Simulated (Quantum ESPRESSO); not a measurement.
# Work-function anisotropy of Rh, part 3 of 6

Wanted: work functions of Rh face by face, under two functionals.

Quantum ESPRESSO 7.5; plane-wave DFT, PBE, PseudoDojo norm-conserving pseudopotentials.

So far. Step 2 (Relaxation with pw.x of (111), PBE):  On the free atoms the largest force ends at 0.019 eV/Å. Step 6 (Potential by pp.x of (111)): On (111) the work function under PBEsol lies +0.14 eV from PBE's.

## Step 7: Relaxation with pw.x of (100), PBE

Level of this step: plane-wave DFT, PBE, GBRV ultrasoft pseudopotentials (Quantum ESPRESSO 7.5).

The input, 100.relax.in:

```
&control
  prefix = '100.relax'
  outdir = './out'
  pseudo_dir = './pseudo'
  nstep = 40
  forc_conv_thr = 0.001
  calculation = 'relax'
/
&system
  ibrav = 0
  nat = 5
  ntyp = 1
  ecutwfc = 40
  ecutrho = 200
  occupations = 'smearing'
  smearing = 'mv'
  degauss = 0.02
/
&electrons
  conv_thr = 1e-07
  mixing_beta = 0.4
  electron_maxstep = 120
  mixing_mode = 'local-TF'
/
&ions
/
ATOMIC_SPECIES
  Rh  102.9055  rh_pbe_v1.4.uspp.F.UPF
CELL_PARAMETERS angstrom
  2.68700576850888 0.00000000000000 0.00000000000000
  0.00000000000000 2.68700576850888 0.00000000000000
  0.00000000000000 0.00000000000000 23.60000000000000
ATOMIC_POSITIONS crystal
  Rh  0.000000000000 0.000000000000 0.338983050847
  Rh  0.500000000000 0.500000000000 0.419491525424
  Rh  0.000000000000 0.000000000000 0.500000000000 0 0 0
  Rh  0.500000000000 0.500000000000 0.580508474576
  Rh  0.000000000000 0.000000000000 0.661016949153
K_POINTS automatic
  12 12 1 0 0 0
```

Launch:

```
OMP_NUM_THREADS=1 mpirun -n 4 pw.x -nk 4 -in 100.relax.in > 100.relax.out
```

The log of the run:

```text
[banner, memory and clock lines left out]
Program PWSCF v.7.5 starts
[citation notice left out]

[...]
Message from routine setup:
[...]
bravais-lattice index     =            0
     lattice parameter (alat)  =       5.0777  a.u.
     unit-cell volume          =    1149.8622 (a.u.)^3
     number of atoms/cell      =            5
     number of atomic types    =            1
     number of electrons       =        75.00
     number of Kohn-Sham states=           46
     kinetic-energy cutoff     =      40.0000  Ry
     charge density cutoff     =     200.0000  Ry
     scf convergence threshold =      1.0E-07
     mixing beta               =       0.4000
     number of iterations used =            8  local-TF  mixing
     energy convergence thresh.=      1.0E-04
     force convergence thresh. =      1.0E-03
     Exchange-correlation=  SLA  PW   PBX  PBC
                           (   1   4   3   4   0   0   0)
     nstep                     =           40

[...]
PseudoPot. # 1 for Rh read from file:
     ./pseudo/rh_pbe_v1.4.uspp.F.UPF
     Pseudo is Ultrasoft + core correction, Zval = 15.0
     Generated by new atomic code, or converted to UPF format
     Using radial grid of  969 points,  7 beta functions with:
                l(1) =   0
                l(2) =   0
                l(3) =   1
                l(4) =   1
                l(5) =   2
                l(6) =   2
                l(7) =   2
     Q(r) pseudized with  8 coefficients,  rinner =    1.200   1.200   1.200
                                                       1.200   1.200

     atomic species   valence    mass     pseudopotential
     Rh               15.00   102.90550     Rh( 1.00)

     16 Sym. Ops., with inversion, found

[...]
number of k points=    28  Marzari-Vanderbilt smearing, width (Ry)=  0.0200
[...]
Dense  grid:    55013 G-vectors     FFT dimensions: (  24,  24, 216)

     Smooth grid:    39335 G-vectors     FFT dimensions: (  24,  24, 180)

     Initial potential from superposition of free atoms

     starting charge      72.4995, renormalised to      75.0000

     negative rho (up, down):  2.839E-01 0.000E+00
     Starting wfcs are   60 randomized atomic wfcs

     per-process dynamical memory:    64.0 Mb

     Self-consistent Calculation

     iteration #  1     ecut=    40.00 Ry     beta= 0.40
     Davidson diagonalization with overlap
     ethr =  1.00E-02,  avg # of iterations =  3.2

     negative rho (up, down):  2.954E-01 0.000E+00

     total energy              =    -855.96270665 Ry
     estimated scf accuracy    <       3.80543577 Ry

     iteration #  2     ecut=    40.00 Ry     beta= 0.40
[...]
negative rho (up, down):  3.058E-01 0.000E+00

[...]
total energy              =    -855.76346626 Ry
     estimated scf accuracy    <       0.93175577 Ry

     iteration #  3     ecut=    40.00 Ry     beta= 0.40
[...]
negative rho (up, down):  3.099E-01 0.000E+00

[...]
total energy              =    -855.82269993 Ry
     estimated scf accuracy    <       0.16450381 Ry

     iteration #  4     ecut=    40.00 Ry     beta= 0.40
[...]
negative rho (up, down):  3.098E-01 0.000E+00

[...]
total energy              =    -855.84181716 Ry
     estimated scf accuracy    <       0.03457205 Ry

     iteration #  5     ecut=    40.00 Ry     beta= 0.40
[...]
negative rho (up, down):  3.096E-01 0.000E+00

[...]
total energy              =    -855.84205173 Ry
     estimated scf accuracy    <       0.00283390 Ry

     iteration #  6     ecut=    40.00 Ry     beta= 0.40
[...]
negative rho (up, down):  3.069E-01 0.000E+00

[...]
total energy              =    -855.84191372 Ry
     estimated scf accuracy    <       0.00122198 Ry

[...]
iteration # 11     ecut=    40.00 Ry     beta= 0.40
[...]
negative rho (up, down):  2.913E-01 0.000E+00

[...]
total energy              =    -855.84131787 Ry
     estimated scf accuracy    <       0.00000677 Ry

     iteration # 12     ecut=    40.00 Ry     beta= 0.40
[...]
negative rho (up, down):  2.913E-01 0.000E+00

[...]
total energy              =    -855.84131969 Ry
     estimated scf accuracy    <       0.00000131 Ry

     iteration # 13     ecut=    40.00 Ry     beta= 0.40
[...]
negative rho (up, down):  2.913E-01 0.000E+00

[...]
total energy              =    -855.84131964 Ry
     estimated scf accuracy    <       0.00000033 Ry

     iteration # 14     ecut=    40.00 Ry     beta= 0.40
[...]
negative rho (up, down):  2.913E-01 0.000E+00

[...]
End of self-consistent calculation

          k = 0.0000 0.0000 0.0000 (  4913 PWs)   bands (ev):

   -41.4365 -41.1982 -41.0314 -41.0314 -40.9603 -40.9395 -40.9395 -40.8412
   -40.8412 -40.3627 -40.3582 -40.3378 -40.3378 -40.3376 -40.3376  -1.9083
    -0.7090  -0.4751  -0.1366   0.3752   0.4933   0.5421   1.3039   2.0497
     2.4375   2.7810   2.7810   3.5828   3.5828   3.8551   4.0448   4.4638
     4.6621   4.6621   4.7523   5.1142   5.1533   5.6660   5.7437   5.7437
     6.1183   6.2261   6.4047   6.4047   6.9093   8.2076

          k = 0.0000 0.0833 0.0000 (  4887 PWs)   bands (ev):

   -41.4284 -41.2094 -41.0450 -41.0258 -41.0087 -40.9367 -40.9214 -40.8691
   -40.8418 -40.3648 -40.3645 -40.3578 -40.3543 -40.3360 -40.3358  -1.7315
    -0.5611  -0.3496  -0.0116   0.4812   0.6287   0.6693   1.3943   2.0939
     2.5272   2.7441   2.8220   3.2190   3.5417   3.9229   4.1975   4.2691
     4.4514   4.4780   4.7052   5.2565   5.2656   5.3060   5.5241   5.9610
     5.9643   5.9691   6.1351   6.4454   7.5397   8.9579

[...]
the Fermi energy is     5.5945 ev

!    total energy              =    -855.84131964 Ry
     estimated scf accuracy    <       0.00000003 Ry
     smearing contrib. (-TS)   =       0.00113332 Ry
     internal energy E=F+TS    =    -855.84245296 Ry

     The total energy is F=E-TS. E is the sum of the following terms:
     one-electron contribution =   -7503.81339956 Ry
     hartree contribution      =    3777.23061366 Ry
     xc contribution           =    -149.57040499 Ry
     ewald contribution        =    3020.31073793 Ry

     convergence has been achieved in  14 iterations

     negative rho (up, down):  2.913E-01 0.000E+00

     Forces acting on atoms (cartesian axes, Ry/au):

     atom    1 type  1   force =     0.00000000    0.00000000    0.01419345
     atom    2 type  1   force =     0.00000000    0.00000000   -0.02641595
     atom    3 type  1   force =     0.00000000    0.00000000    0.00000000
     atom    4 type  1   force =     0.00000000    0.00000000    0.02641595
     atom    5 type  1   force =     0.00000000    0.00000000   -0.01419345

     Total force =     0.042409     Total SCF correction =     0.000935

     BFGS Geometry Optimization
     Energy error            =      1.8E-03 Ry
     Gradient error          =      2.6E-02 Ry/Bohr

     number of scf cycles    =   1
     number of bfgs steps    =   0

     energy             new  =    -855.8413196428 Ry

     new trust radius        =       0.0264159475 bohr
     new conv_thr            =       0.0000001000 Ry

ATOMIC_POSITIONS (crystal)
Rh               0.0000000000        0.0000000000        0.3393013073
Rh               0.5000000000        0.5000000000        0.4188992069
Rh               0.0000000000        0.0000000000        0.5000000000    0   0   0
Rh               0.5000000000        0.5000000000        0.5811007931
Rh               0.0000000000        0.0000000000        0.6606986927

[...]
NEW-OLD atomic charge density approx. for the potential

     negative rho (up, down):  2.920E-01 0.000E+00

     per-process dynamical memory:    70.3 Mb

[...]
!    total energy              =    -855.84279181 Ry
[...]
Total force =     0.026840     Total SCF correction =     0.000239
[...]
number of bfgs steps    =   1
[...]
energy             new  =    -855.8427918126 Ry
[...]
new trust radius        =       0.0290575423 bohr
[...]
!    total energy              =    -855.84362851 Ry
[...]
Total force =     0.008942     Total SCF correction =     0.000342
[...]
number of bfgs steps    =   2
[...]
energy             new  =    -855.8436285146 Ry
[...]
new trust radius        =       0.0149036929 bohr
[...]
!    total energy              =    -855.84373098 Ry
[...]
Total force =     0.001496     Total SCF correction =     0.000250
[...]
number of bfgs steps    =   3
[...]
energy             new  =    -855.8437309750 Ry
[...]
new trust radius        =       0.0010458352 bohr
[...]
Self-consistent Calculation

     iteration #  1     ecut=    40.00 Ry     beta= 0.40
     Davidson diagonalization with overlap
     ethr =  1.00E-06,  avg # of iterations =  3.4

     negative rho (up, down):  2.906E-01 0.000E+00

     total energy              =    -855.84372914 Ry
     estimated scf accuracy    <       0.00007880 Ry

[...]
iteration #  9     ecut=    40.00 Ry     beta= 0.40
[...]
negative rho (up, down):  2.906E-01 0.000E+00

[...]
End of self-consistent calculation

          k = 0.0000 0.0000 0.0000 (  4913 PWs)   bands (ev):

   -41.4091 -41.2468 -41.0242 -41.0242 -40.9872 -40.9872 -40.9561 -40.8012
   -40.8012 -40.4175 -40.4117 -40.4014 -40.4014 -40.4010 -40.4010  -1.8821
    -0.7817  -0.4227  -0.1025   0.2556   0.3547   0.4782   1.2494   2.0716
     2.4374   2.8165   2.8165   3.4618   3.4618   3.8025   4.1235   4.4879
     4.6038   4.6038   4.7821   5.0434   5.0525   5.6281   5.7543   5.7543
     6.1016   6.2155   6.3944   6.3944   7.0096   8.2428

          k = 0.0000 0.0833 0.0000 (  4887 PWs)   bands (ev):

   -41.4006 -41.2507 -41.0478 -41.0405 -41.0193 -40.9842 -40.9341 -40.8272
   -40.8007 -40.4274 -40.4270 -40.4128 -40.4084 -40.3998 -40.3995  -1.7054
    -0.6305  -0.2976   0.0228   0.3546   0.4978   0.6034   1.3384   2.1154
     2.5264   2.7714   2.8587   3.1334   3.4360   3.8964   4.1199   4.3189
     4.3748   4.5039   4.6969   5.1519   5.2845   5.3045   5.4652   5.9552
     5.9585   5.9682   6.1328   6.4366   7.6218   8.9734

[...]
the Fermi energy is     5.5917 ev

!    total energy              =    -855.84373301 Ry
     estimated scf accuracy    <          6.0E-10 Ry
     smearing contrib. (-TS)   =       0.00104355 Ry
     internal energy E=F+TS    =    -855.84477656 Ry

     The total energy is F=E-TS. E is the sum of the following terms:
     one-electron contribution =   -7503.19622098 Ry
     hartree contribution      =    3776.85625765 Ry
     xc contribution           =    -149.58542719 Ry
     ewald contribution        =    3020.08061396 Ry

     convergence has been achieved in   9 iterations

     negative rho (up, down):  2.906E-01 0.000E+00

     Forces acting on atoms (cartesian axes, Ry/au):

     atom    1 type  1   force =     0.00000000    0.00000000   -0.00083458
     atom    2 type  1   force =     0.00000000    0.00000000   -0.00041775
     atom    3 type  1   force =     0.00000000    0.00000000    0.00000000
     atom    4 type  1   force =     0.00000000    0.00000000    0.00041775
     atom    5 type  1   force =     0.00000000    0.00000000    0.00083458

     Total force =     0.001320     Total SCF correction =     0.000215
     SCF correction compared to forces is large: reduce conv_thr to get better values
     Energy error            =      2.0E-06 Ry
     Gradient error          =      8.3E-04 Ry/Bohr

     bfgs converged in   5 scf cycles and   4 bfgs steps
     (criteria: energy <  1.0E-04 Ry, force <  1.0E-03 Ry/Bohr)

     End of BFGS Geometry Optimization

     Final energy             =    -855.8437330146 Ry

     File ./out/100.relax.bfgs deleted, as requested
Begin final coordinates

ATOMIC_POSITIONS (crystal)
Rh               0.0000000000        0.0000000000        0.3397743947
Rh               0.5000000000        0.5000000000        0.4179093825
Rh               0.0000000000        0.0000000000        0.5000000000    0   0   0
Rh               0.5000000000        0.5000000000        0.5820906175
Rh               0.0000000000        0.0000000000        0.6602256053
End final coordinates

[...]
```

It took 2.3 min on 4 MPI ranks of Arm Neoverse V2, shared host; peak memory 0.58 GiB; 9.1 min of CPU time.

The steps of the relaxation:

```csv
step,energy less that of the first step (eV),largest force (eV/Å)
1,0.0000,0.6792
2,-0.0200,0.4313
3,-0.0314,0.1508
4,-0.0328,0.0261
5,-0.0328,0.0215
```

The atoms that moved most (Å):

```csv
atom,dx,dy,dz,length
Rh4,0.000,0.000,0.037,0.037
Rh2,0.000,0.000,-0.037,0.037
Rh1,0.000,0.000,0.019,0.019
Rh5,0.000,0.000,-0.019,0.019
```

Final coordinates:

```cif
data_structure
_symmetry_space_group_name_H-M 'P 1'
_symmetry_Int_Tables_number 1
_cell_length_a 2.6870
_cell_length_b 2.6870
_cell_length_c 23.6000
_cell_angle_alpha 90.000
_cell_angle_beta 90.000
_cell_angle_gamma 90.000
_cell_volume 170.39
loop_
_atom_site_label
_atom_site_type_symbol
_atom_site_fract_x
_atom_site_fract_y
_atom_site_fract_z
_atom_site_occupancy
Rh1 Rh 0.00000 0.00000 0.33977 1
Rh2 Rh 0.50000 0.50000 0.41791 1
Rh3 Rh 0.00000 0.00000 0.50000 1
Rh4 Rh 0.50000 0.50000 0.58209 1
Rh5 Rh 0.00000 0.00000 0.66023 1
```

The relaxation lowers the energy by 7 meV an atom. On the free atoms the largest force ends at 0.021 eV/Å.

Numbers from this step:

```
free energy  : -11644.3472 eV
Fermi energy : 5.592 eV
```

## Step 8: Ground state of (100), PBE

Level of this step: plane-wave DFT, PBE, PseudoDojo norm-conserving pseudopotentials (Quantum ESPRESSO 7.5).

The input, 100.pbe.in:

```
&control
  prefix = '100.pbe'
  outdir = './out'
  pseudo_dir = './pseudo'
  calculation = 'scf'
  tprnfor = .true.
/
&system
  ibrav = 0
  nat = 5
  ntyp = 1
  ecutwfc = 80
  ecutrho = 320
  occupations = 'smearing'
  smearing = 'mv'
  degauss = 0.02
/
&electrons
  conv_thr = 1e-07
  mixing_beta = 0.4
  electron_maxstep = 120
  mixing_mode = 'local-TF'
/
ATOMIC_SPECIES
  Rh  102.9055  Rh.dojo-sr-pbe-0.4.1-standard.upf
CELL_PARAMETERS angstrom
  2.68700576850888 0.00000000000000 0.00000000000000
  0.00000000000000 2.68700576850888 0.00000000000000
  0.00000000000000 0.00000000000000 23.60000000000000
ATOMIC_POSITIONS crystal
  Rh  0.000000000000 0.000000000000 0.339774394700
  Rh  0.500000000000 0.500000000000 0.417909382500
  Rh  0.000000000000 0.000000000000 0.500000000000
  Rh  0.500000000000 0.500000000000 0.582090617500
  Rh  0.000000000000 0.000000000000 0.660225605300
K_POINTS automatic
  12 12 1 0 0 0
```

Launch:

```
OMP_NUM_THREADS=1 mpirun -n 4 pw.x -nk 4 -in 100.pbe.in > 100.pbe.out
```

The log of the run:

```text
[banner, memory and clock lines left out]
Program PWSCF v.7.5 starts
[citation notice left out]

[...]
Message from routine setup:
[...]
bravais-lattice index     =            0
     lattice parameter (alat)  =       5.0777  a.u.
     unit-cell volume          =    1149.8622 (a.u.)^3
     number of atoms/cell      =            5
     number of atomic types    =            1
     number of electrons       =        85.00
     number of Kohn-Sham states=           52
     kinetic-energy cutoff     =      80.0000  Ry
     charge density cutoff     =     320.0000  Ry
     scf convergence threshold =      1.0E-07
     mixing beta               =       0.4000
     number of iterations used =            8  local-TF  mixing
     Exchange-correlation= PBE
                           (   1   4   3   4   0   0   0)

[...]
PseudoPot. # 1 for Rh read from file:
     ./pseudo/Rh.dojo-sr-pbe-0.4.1-standard.upf
     Pseudo is Norm-conserving + core correction, Zval = 17.0
     Generated using ONCVPSP code by D. R. Hamann
     Using radial grid of 1568 points,  6 beta functions with:
                l(1) =   0
                l(2) =   0
                l(3) =   1
                l(4) =   1
                l(5) =   2
                l(6) =   2

     atomic species   valence    mass     pseudopotential
     Rh               17.00   102.90550     Rh( 1.00)

     16 Sym. Ops., with inversion, found

[...]
number of k points=    28  Marzari-Vanderbilt smearing, width (Ry)=  0.0200
[...]
Dense  grid:   111405 G-vectors     FFT dimensions: (  30,  30, 256)

     Initial potential from superposition of free atoms

     starting charge      84.9968, renormalised to      85.0000

     negative rho (up, down):  7.553E-05 0.000E+00
     Starting wfcs are   50 randomized atomic wfcs +    2 random wfcs

     per-process dynamical memory:   155.7 Mb

     Self-consistent Calculation

     iteration #  1     ecut=    80.00 Ry     beta= 0.40
     Davidson diagonalization with overlap
     ethr =  1.00E-02,  avg # of iterations =  5.0

     Threshold (ethr) on eigenvalues was too large:
     Diagonalizing with lowered threshold

     Davidson diagonalization with overlap
     ethr =  6.29E-04,  avg # of iterations =  1.2

     total energy              =   -1172.76214292 Ry
     estimated scf accuracy    <       0.56285152 Ry

     iteration #  2     ecut=    80.00 Ry     beta= 0.40
[...]
total energy              =   -1172.69673980 Ry
     estimated scf accuracy    <       0.24943135 Ry

     iteration #  3     ecut=    80.00 Ry     beta= 0.40
[...]
total energy              =   -1172.72674928 Ry
     estimated scf accuracy    <       0.01972312 Ry

     iteration #  4     ecut=    80.00 Ry     beta= 0.40
[...]
total energy              =   -1172.72566659 Ry
     estimated scf accuracy    <       0.03036063 Ry

     iteration #  5     ecut=    80.00 Ry     beta= 0.40
[...]
total energy              =   -1172.72579358 Ry
     estimated scf accuracy    <       0.00457295 Ry

     iteration #  6     ecut=    80.00 Ry     beta= 0.40
[...]
total energy              =   -1172.72553876 Ry
     estimated scf accuracy    <       0.00149079 Ry

[...]
iteration # 11     ecut=    80.00 Ry     beta= 0.40
[...]
negative rho (up, down):  6.107E-04 0.000E+00

[...]
total energy              =   -1172.72539013 Ry
     estimated scf accuracy    <       0.00001563 Ry

     iteration # 12     ecut=    80.00 Ry     beta= 0.40
[...]
negative rho (up, down):  3.294E-04 0.000E+00

[...]
total energy              =   -1172.72539132 Ry
     estimated scf accuracy    <       0.00000162 Ry

     iteration # 13     ecut=    80.00 Ry     beta= 0.40
[...]
negative rho (up, down):  3.519E-07 0.000E+00

[...]
total energy              =   -1172.72539285 Ry
     estimated scf accuracy    <       0.00000059 Ry

     iteration # 14     ecut=    80.00 Ry     beta= 0.40
[...]
End of self-consistent calculation

          k = 0.0000 0.0000 0.0000 ( 13879 PWs)   bands (ev):

   -72.8020 -72.7859 -72.6493 -72.1528 -72.1528 -40.8843 -40.7213 -40.4993
   -40.4993 -40.4619 -40.4619 -40.4313 -40.2774 -40.2774 -39.8965 -39.8905
   -39.8793 -39.8793 -39.8789 -39.8789  -1.3482  -0.2516   0.0948   0.4128
     0.7755   0.8697   1.0023   1.7638   2.5877   2.9545   3.3332   3.3332
     3.9777   3.9777   4.3175   4.6385   5.0043   5.1181   5.1181   5.2995
     5.5604   5.5679   6.1432   6.2693   6.2693   6.6171   6.7317   6.9111
     6.9111   7.5246   8.7570  11.0030

          k = 0.0000 0.0833 0.0000 ( 13901 PWs)   bands (ev):

   -72.7983 -72.7832 -72.6478 -72.1505 -72.1505 -40.8760 -40.7253 -40.5228
   -40.5153 -40.4945 -40.4589 -40.4092 -40.3037 -40.2771 -39.9054 -39.9050
   -39.8918 -39.8872 -39.8778 -39.8775  -1.1722  -0.1010   0.2196   0.5388
     0.8733   1.0146   1.1270   1.8529   2.6306   3.0426   3.2878   3.3754
     3.6486   3.9520   4.4112   4.6353   4.8332   4.8899   5.0195   5.2132
     5.6675   5.7992   5.8193   5.9807   6.4710   6.4737   6.4837   6.6489
     6.9533   8.1377   9.4906  11.1562

[...]
the Fermi energy is     6.1071 ev

!    total energy              =   -1172.72539309 Ry
     estimated scf accuracy    <       0.00000004 Ry
     smearing contrib. (-TS)   =       0.00104951 Ry
     internal energy E=F+TS    =   -1172.72644260 Ry

     The total energy is F=E-TS. E is the sum of the following terms:
     one-electron contribution =   -9750.86548294 Ry
     hartree contribution      =    4888.03580366 Ry
     xc contribution           =    -189.02252865 Ry
     ewald contribution        =    3879.12576533 Ry

     convergence has been achieved in  14 iterations

     Forces acting on atoms (cartesian axes, Ry/au):

     atom    1 type  1   force =     0.00000000    0.00000000   -0.00059384
     atom    2 type  1   force =     0.00000000    0.00000000   -0.00060303
     atom    3 type  1   force =     0.00000000    0.00000000    0.00000000
     atom    4 type  1   force =     0.00000000    0.00000000    0.00060303
     atom    5 type  1   force =     0.00000000    0.00000000    0.00059384

     Total force =     0.001197     Total SCF correction =     0.001372
     SCF correction compared to forces is large: reduce conv_thr to get better values

[...]
```

It took 96 s on 4 MPI ranks; peak memory 0.95 GiB; 6.4 min of CPU time.

Numbers from this step:

* free energy: -15955.7418 eV
* Fermi energy: 6.107 eV

(Continued in part 4 of 6.)

[Logs are printed without paths, hosts, clocks, repeated set-up lines and the standing remarks that a program may print on its own settings, such as how far it seeks lower states.]

[Hosts, paths, dates, database ids (printed as entryN), source tags and the programs' standing remarks are cut or masked in the printed files.]

[Maps of the electrostatic potential energy from Ansatz leave out the sawtooth potential of an applied field or a dipole correction, so their vacuum need not be flat; planar profiles and work functions include it.]
